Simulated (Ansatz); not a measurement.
**Changed inputs in constrained RPA: ReI2 (1T sheet)**

What does U in ReI2 (1T sheet) depend on besides the window?

Main program and level: Ansatz 0.2.0; constrained RPA on LDA, plane waves, PAW.

This is a report of a sequence of runs, with most program output left out.

## (1) Set-up

The cell holds 3 atoms: 1 Re and 2 I. Its edges and angles: a = 3.997 Å, b = 3.997 Å, c = 30.818 Å, α = 90.0°, β = 90.0°, γ = 120.0°. Vacuum lies along c.

As a file:

```cif
data_structure
_symmetry_space_group_name_H-M 'P 1'
_symmetry_Int_Tables_number 1
_cell_length_a 3.9969
_cell_length_b 3.9969
_cell_length_c 30.8183
_cell_angle_alpha 90.000
_cell_angle_beta 90.000
_cell_angle_gamma 120.000
_cell_volume 426.36
loop_
_atom_site_label
_atom_site_type_symbol
_atom_site_fract_x
_atom_site_fract_y
_atom_site_fract_z
_atom_site_occupancy
Re1 Re 0.00000 0.00000 0.31652 1
I2 I 0.33333 0.66667 0.36067 1
I3 I 0.66667 0.33333 0.27237 1
```

The structure was relaxed with LDA. The structure was generated from a model, not taken from a measurement. The runs that relaxed it are not among those shown. The program's search for lower electronic states was switched off, so nothing shows that the state found is the lowest. Spin-orbit coupling is left out unless a step names it. The default PAW set here is soft_2. Its files were made with PBE. The Coulomb interaction is cut off across the vacuum.

## (2) Base: Re t2g, bands v3 to v1, 6×6×1 mesh, medium accuracy

Constrained RPA screens the interaction with every transition except those inside the target bands, which a later many-body model would treat itself.

input.yaml reads:

```yaml
crystal:
  lattice:
    - [0.0, 2.82620194, 2.82620194]
    - [2.82620194, -2.82620194, 0.0]
    - [17.79295725, 17.79295725, -17.79295725]
  atoms:
    - { symbol: Re, position: [0.0, 0.0, 0.3165189061] }
    - { symbol: I, position: [0.3333333333, 0.6666666667, 0.3606677924] }
    - { symbol: I, position: [0.6666666667, 0.3333333333, 0.2723700198] }
  periodic: [true, true, false]
kpoints:
  mp_grid: { grid: [6, 6, 1] }
hamiltonian:
  xc: lda
scf:
  occupations: { method: gaussian, width: 0.08 }
  n_extra_bands: 19
  max_iter: 150
  lower_state_search: "off"
output:
  crpa:
    kmesh: [6, 6, 1]
    target_bands: [v3, v1]
    projections: [{ species: Re, l: d, shell: 5, orbitals: [dxz, dyz, dxy] }]
  local_orbitals:
    kmesh: [12, 12, 1]
    orbitals: [{ species: Re, l: d, shell: 5, orbitals: [dxz, dyz, dxy] }]
    window: { bands: [v3, v1] }
    seedname: lo
```

The run is started by

```bash
$ ansatz run input.yaml --threads 4 --pin off --max-ram 14745MiB --backend cpu --events-out ev --progress --plain --runs-dir out
```

It took 3.2 min on 4 threads of Arm Neoverse V1, shared host; peak memory 2.5 GiB; 12 min of CPU time.

Numbers from this step:

| Property | Result |
| --- | --- |
| U | 2.359 eV |
| U prime (inter-orbital) | 1.858 eV |
| J | 0.2259 eV |
| bare V | 9.700 eV |
| bare J | 0.3463 eV |
| stated bound on U | 0.007051 eV |
| U over bare V | 0.2432 |
| electrons in the window | 5.000 |
| head of the constrained inverse dielectric matrix | 0.5724 |
| least eigenvalue of the projection's overlap | 0.6416 |
| target functions | 3 |
| bands in the sums | 50 |
| r.m.s. miss of the model bands | 0.002256 eV |
| width of the target bands | 1.476 eV |
| weight of the projected orbitals in the window | 0.8362 |

On the Re t2g shell, screening brings the on-site interaction from 9.7 eV down to U = 2.36 eV.

## (3) Changed: 3×3×1 mesh

input.yaml, as its differences from that of step 2:

```diff
@@ -21,9 +21,4 @@
   crpa:
-    kmesh: [6, 6, 1]
+    kmesh: [3, 3, 1]
     target_bands: [v3, v1]
     projections: [{ species: Re, l: d, shell: 5, orbitals: [dxz, dyz, dxy] }]
-  local_orbitals:
-    kmesh: [12, 12, 1]
-    orbitals: [{ species: Re, l: d, shell: 5, orbitals: [dxz, dyz, dxy] }]
-    window: { bands: [v3, v1] }
-    seedname: lo
```

Wall time 62 s (4 threads); peak memory 2.3 GiB; 3.9 min of CPU time.

This step gave:

- U: 2.433 eV
- U prime (inter-orbital): 1.911 eV
- J: 0.2329 eV
- bare V: 10.06 eV
- bare J: 0.3557 eV
- stated bound on U: 0.008157 eV
- U over bare V: 0.2419
- electrons in the window: 5.000
- head of the constrained inverse dielectric matrix: 0.5421
- least eigenvalue of the projection's overlap: 0.6675
- target functions: 3
- bands in the sums: 50
- width of the target bands: 1.476 eV
- weight of the projected orbitals in the window: 0.8362

On the Re t2g shell, screening brings the on-site interaction from 10.1 eV down to U = 2.43 eV.

## (4) Changed: accuracy low

input.yaml, as its differences from that of step 3:

```diff
@@ -21,4 +21,5 @@
   crpa:
-    kmesh: [3, 3, 1]
+    kmesh: [6, 6, 1]
     target_bands: [v3, v1]
     projections: [{ species: Re, l: d, shell: 5, orbitals: [dxz, dyz, dxy] }]
+    accuracy: low
```

The job ended after 2.1 min (4 threads; peak memory 2.5 GiB; 8 min of CPU time).

This step gave:

```yaml
u: 2.338 eV
u_prime_inter_orbital: 1.843 eV
j: 0.2228 eV
bare_v: 9.700 eV
bare_j: 0.3463 eV
stated_bound_on_u: 0.07962 eV
u_over_bare_v: 0.2411
electrons_in_the_window: 5.000
head_of_the_constrained_inverse_dielectric_matrix: 0.5724
least_eigenvalue_of_the_projection_s_overlap: 0.6416
target_functions: 3
bands_in_the_sums: 50
width_of_the_target_bands: 1.476 eV
weight_of_the_projected_orbitals_in_the_window: 0.8362
```

On the Re t2g shell, screening brings the on-site interaction from 9.7 eV down to U = 2.34 eV.

## (5) Changed: sums over states on smooth products

input.yaml, as its differences from that of step 4:

```diff
@@ -24,2 +24,5 @@
     projections: [{ species: Re, l: d, shell: 5, orbitals: [dxz, dyz, dxy] }]
-    accuracy: low
+    accuracy: sum_over_states
+    pair_densities: pseudo
+    n_empty_bands: 50
+    ecut_chi: 136
```

Run time: 26 s. Hardware: 4 threads; peak memory 0.99 GiB; 98 s of CPU time.

This variant gives U = 2.47 eV against 2.36 eV. It is a finite sum over empty states with no bound on its error and stays out of the table below.

## (6) Changed: more bands than orbitals

input.yaml, as its differences from that of step 5:

```diff
@@ -22,7 +22,3 @@
     kmesh: [6, 6, 1]
-    target_bands: [v3, v1]
+    target_bands: [v3, c1]
     projections: [{ species: Re, l: d, shell: 5, orbitals: [dxz, dyz, dxy] }]
-    accuracy: sum_over_states
-    pair_densities: pseudo
-    n_empty_bands: 50
-    ecut_chi: 136
```

Wall time 0.14 s (4 threads); peak memory 0.094 GiB.

The input was rejected at the start.

The program's message: “Error: invalid value for `output.crpa.projections`: 3 orbital(s) selected but the target window spans 4 band(s); name one orbital per band of it”

The fault put into this input: more bands than orbitals.

## (7) Changed: strain +1.5%

The cell differs from the one that the last finished run ended in (a 3.997 → 4.057 Å, b 3.997 → 4.057 Å).

input.yaml, the sections that differ from step 6:

```yaml
crystal:
  lattice:
    - [0.0, 2.8685949691, 2.8685949691]
    - [2.8685949691, -2.8685949691, 0.0]
    - [17.79295725, 17.79295725, -17.79295725]
  atoms:
    - { symbol: Re, position: [0.0, 0.0, 0.3165189061] }
    - { symbol: I, position: [0.3333333333, 0.6666666667, 0.3606677924] }
    - { symbol: I, position: [0.6666666667, 0.3333333333, 0.2723700198] }
  periodic: [true, true, false]
output:
  crpa:
    kmesh: [6, 6, 1]
    target_bands: [v3, v1]
    projections: [{ species: Re, l: d, shell: 5, orbitals: [dxz, dyz, dxy] }]
  local_orbitals:
    kmesh: [12, 12, 1]
    orbitals: [{ species: Re, l: d, shell: 5, orbitals: [dxz, dyz, dxy] }]
    window: { bands: [v3, v1] }
    seedname: lo
# kpoints, hamiltonian, scf: as in step 6
```

The job ended after 3.5 min (4 threads; peak memory 2.6 GiB; 13 min of CPU time).

This step gave:

* U: 2.358 eV
* U prime (inter-orbital): 1.848 eV
* J: 0.2292 eV
* bare V: 9.806 eV
* bare J: 0.3525 eV
* stated bound on U: 0.007544 eV
* U over bare V: 0.2405
* electrons in the window: 5.000
* head of the constrained inverse dielectric matrix: 0.5725
* least eigenvalue of the projection's overlap: 0.6441
* target functions: 3
* bands in the sums: 50
* r.m.s. miss of the model bands: 0.001631 eV
* width of the target bands: 1.370 eV
* weight of the projected orbitals in the window: 0.8449

On the Re t2g shell, screening brings the on-site interaction from 9.8 eV down to U = 2.36 eV.

## (8) Changed: potentials

input.yaml, the sections that differ from step 7:

```yaml
crystal:
  lattice:
    - [0.0, 2.82620194, 2.82620194]
    - [2.82620194, -2.82620194, 0.0]
    - [17.79295725, 17.79295725, -17.79295725]
  atoms:
    - { symbol: Re, position: [0.0, 0.0, 0.3165189061] }
    - { symbol: I, position: [0.3333333333, 0.6666666667, 0.3606677924] }
    - { symbol: I, position: [0.6666666667, 0.3333333333, 0.2723700198] }
  periodic: [true, true, false]
hamiltonian:
  xc: lda
  pseudopotentials: { kind: paw, source: ansatz }
output:
  crpa:
    kmesh: [6, 6, 1]
    target_bands: [v3, v1]
    projections: [{ species: Re, l: d, shell: 5, orbitals: [dxz, dyz, dxy] }]
# kpoints, scf: as in step 7
```

Elapsed: 6.7 min, on 4 threads; peak memory 3.9 GiB; 26 min of CPU time.

This step gave:

```yaml
u: 2.357 eV
u_prime_inter_orbital: 1.855 eV
j: 0.2257 eV
bare_v: 9.699 eV
bare_j: 0.3461 eV
stated_bound_on_u: 0.006784 eV
u_over_bare_v: 0.2430
electrons_in_the_window: 5.000
head_of_the_constrained_inverse_dielectric_matrix: 0.5730
least_eigenvalue_of_the_projection_s_overlap: 0.6451
target_functions: 3
bands_in_the_sums: 64
width_of_the_target_bands: 1.476 eV
weight_of_the_projected_orbitals_in_the_window: 0.8380
```

On the Re t2g shell, screening brings the on-site interaction from 9.7 eV down to U = 2.36 eV.

## (9) Side by side

Times are wall times on 4 threads of Arm Neoverse V1, shared host, good to a factor of about two.

| run | bare V (eV) | U (eV) | J (eV) | bound on U (eV) | width (eV) | time |
| --- | --- | --- | --- | --- | --- | --- |
| target window | 9.70 | 2.359 | 0.226 | 0.0071 | 1.48 | 3.2 min |
| 3×3×1 mesh | 10.06 | 2.433 | 0.233 | 0.0082 | 1.48 | 62 s |
| accuracy low | 9.70 | 2.338 | 0.223 | 0.0796 | 1.48 | 2.1 min |
| strain +1.5% | 9.81 | 2.358 | 0.229 | 0.0075 | 1.37 | 3.5 min |
| potentials | 9.70 | 2.357 | 0.226 | 0.0068 | 1.48 | 6.7 min |

## (10) Results

| Property | Result |
| --- | --- |
| target window | U 2.36 eV, J 0.23 eV |
| 3×3×1 mesh | U 2.43 eV, J 0.23 eV |
| accuracy low | U 2.34 eV, J 0.22 eV |
| strain +1.5% | U 2.36 eV, J 0.23 eV |
| potentials | U 2.36 eV, J 0.23 eV |

3×3×1 mesh moves U by +0.07 eV at 0.32 times the time. Accuracy low moves U by −0.02 eV (within the solver's bounds, for the mean over orbitals). Strain +1.5% moves U by −0.001 eV (within the solver's bounds, for the mean over orbitals). Potentials moves U by −0.002 eV (within the solver's bounds, for the mean over orbitals) at 2.1 times the time. The printed bound covers the solver alone, not the mesh, and no denser mesh than the base was run. The parent state is non-magnetic and the interaction static (zero frequency); U depends on the window and the orbitals, so it belongs to this model alone. Spin-orbit coupling, which is strong for atoms this heavy, is left out.

[Paths, hosts, dates, memory and timing lines, banners, echoed tables and standing remarks are left out of the program output.]

[Logs are printed without paths, hosts, clocks, repeated set-up lines and the standing remarks that a program may print on its own settings, such as how far it seeks lower states.]

[Runs of the session that timed out or met a known fault of the program may be left out.]

[Hosts, paths, dates, database ids (printed as entryN), source tags and the programs' standing remarks are cut or masked in the printed files.]
